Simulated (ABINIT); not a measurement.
Entries from a set of simulations; values are calculated unless marked as measured.

```
! title: Quasiparticle gap of BaAlGeH (P3m1) in ABINIT
! method: RPA screening on PBEsol, plane waves, norm-conserving pseudopotentials (and 2 further levels or steps)
! program: ABINIT 10.8.3
! settings: cutoff 56 Ha, PseudoDojo scalar-relativistic 0.4 stringent, norm-conserving, ngkpt (3, 3, 2), nband 74, ecuteps 3.9 Ha, inclvkb 2, shiftk (0, 0, 0), symchi 1, awtr 1, frequency ppm, 3×3×2 k-mesh
! cost: 4 runs, 6.9 min in all on 4 MPI ranks of Intel Xeon Platinum 8259CL at 2.50GHz (Skylake/Cascade Lake), shared host
! notes: The program’s warnings: nkpt*nsppol () is not a multiple of nproc spkpt (). The cell and positions come from the Crystallography Open Database and are kept as given unless a step says otherwise. Limits: mesh may overstate the screening; no spin-orbit coupling. Local fields lower the RPA ε∞ on this mesh from 29.02 to 25.85; a Γ-centred mesh this coarse tends to raise both, most where the direct gap is narrow, while a short band sum lowers them. The 3×3×2 mesh is coarse for this cell, which bears on the long-range parts of exchange and screening. The RPA ε∞ on this mesh reaches over 25; with a narrow direct gap a coarse mesh can overstate it, and the correction is then too small.
! PBEsol gap: 0.79 eV, indirect
! G0W0 gap on the mesh: 1.48 eV
! G0W0 gap over the zone (rigid shift): 1.14 eV
! GW settings: 3×3×2 mesh, 74 bands, screening to 106.1 eV, Godby-Needs plasmon pole
! known limits: short of the basis limit; mesh may overstate the screening; no spin-orbit coupling; coarse k mesh
CELL_PARAMETERS angstrom
4.34484 0.00000 0.00000
-2.17242 3.76274 0.00000
0.00000 0.00000 5.21606
ATOMIC_POSITIONS crystal
Ba 0.00000 0.00000 0.00000
Al 0.66667 0.33333 0.53950
Ge 0.33333 0.66667 0.45510
H 0.66667 0.33333 0.87030
```

[Long decimals in the printed logs are rounded to 6 places.]

[Logs are printed without paths, hosts, clocks, repeated set-up lines and the standing remarks that a program may print on its own settings, such as how far it seeks lower states.]

[Paths, hosts, dates, memory and timing lines, banners, echoed tables and standing remarks are left out of the program output; an Ansatz launch command may be rebuilt from the run's recorded settings. Measured values are a selection of at most five: reports struck by readers or far from the other reports are left out. None is set beside runs whose start may be inverted or whose files or cutoffs have a known fault.]

[Runs of the session that timed out or met a known fault of the program may be left out.]

[Hosts, paths, dates, database ids (printed as entryN), source tags and the programs' standing remarks are cut or masked in the printed files.]

[G0W0 gaps are taken among the corrected bands and points alone; a level outside them can change the order at an edge.]

[Where Ansatz stands beside ABINIT at settings called matched, ABINIT's density can come from a denser mesh and the files from another edition; pairs whose starting gaps differed by over 0.03 eV were left out, so agreement reads better than it is.]
